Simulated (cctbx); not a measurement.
# What is wrong with this refinement?

Cell a = 7.5170 Å, b = 7.5170 Å, c = 21.2080 Å, α = 90.00°, β = 90.00°, γ = 120.00°; space group R-3 (no. 148). The compound is FeCoI6.

Simulated single-crystal data (cctbx): Cu Kα, λ = 1.54184 Å, to d = 0.83 Å, 70 % of the full sphere, strongest reflection 5000 counts, noise from counting, a 2 % proportional error and a noise floor of 15 counts (s.d.); no absorption.

An anisotropic refinement with weights 1/σ² prints:

```text
Rint 0.044, 426 unique reflections to 0.83 A
cycle     R1     wR2    GooF  max shift (A)
   1  0.0397  0.0736   2.053   0.00031
   2  0.0222  0.0407   1.136   0.00000
final R1 0.0222 wR2 0.0407 GooF 1.136  parameters 13  data/parameter 32.8
atom        x        y        z      Ueq    occ   su(xyz)  su(Uiso or U11)
I1     0.67748  0.03413  0.25360   0.0051  1.000  0.00006  0.0002
Co1    0.00000  0.00000  0.00000   0.0180  1.000  0.00000  0.0008
Fe1    0.33333  0.66667  0.16667   0.0141  1.000  0.00000  0.0008
difference map: max 1.36 min -1.60 rms 0.36
Q1    0.0311  0.9346  0.6118   18    1.38  2.13 A from I1
Q2    0.0162  0.2053  0.5199   18    1.27  1.54 A from Fe1
Q3    0.0324  0.4765  0.4134   18    1.18  0.87 A from I1
Q4    0.0317  0.1946  0.9215   18    1.09  1.75 A from I1
Q5    0.0379  0.2923  0.3076   18    1.08  2.35 A from I1
Q6    0.0265  0.8876  0.0249   18    1.06  1.10 A from Co1
```

Q: Accept it or mend it, and why?

Mend it. The fault: dispersion terms of the wrong wavelength (0.71073 Å). Against the right model at the same level, R1 goes from 0.0189 to 0.0222 and GooF from 0.95 to 1.14, U of Co1 swells from 0.0069 to 0.0180 Å² and U of Fe1 swells from 0.0085 to 0.0141 Å². f′ and f″ must be those of the data's wavelength; the error mimics a mistyped heavy atom. The signs are weak, and the output alone doesn't single this fault out.

The compound is FeCoI6. The right model at the same level gives:

```text
Rint 0.044, 426 unique reflections to 0.83 A
cycle     R1     wR2    GooF  max shift (A)
   1  0.0191  0.0343   0.956   0.00006
   2  0.0189  0.0341   0.950   0.00000
final R1 0.0189 wR2 0.0341 GooF 0.950  parameters 13  data/parameter 32.8
atom        x        y        z      Ueq    occ   su(xyz)  su(Uiso or U11)
I1     0.67748  0.03417  0.25359   0.0065  1.000  0.00005  0.0002
Co1    0.00000  0.00000  0.00000   0.0069  1.000  0.00000  0.0006
Fe1    0.33333  0.66667  0.16667   0.0085  1.000  0.00000  0.0006
difference map: max 1.39 min -1.17 rms 0.34
Q1    0.0277  0.9344  0.6118   18    1.40  2.14 A from I1
Q2    0.0166  0.2095  0.5195   18    1.29  1.57 A from Fe1
Q3    0.0400  0.4866  0.4150   18    1.16  0.93 A from I1
Q4    0.0395  0.2923  0.3074   18    1.00  2.36 A from I1
Q5    0.0771  0.5374  0.9220   18    1.00  1.54 A from I1
Q6    0.0309  0.2003  0.9215   18    0.98  1.76 A from I1
```

This is a model crystal, built by substitution and not relaxed, with assumed displacement parameters.

[Middle refinement cycles are left out of these outputs.]

[Logs are printed without paths, hosts, clocks, repeated set-up lines and the standing remarks that a program may print on its own settings, such as how far it seeks lower states.]
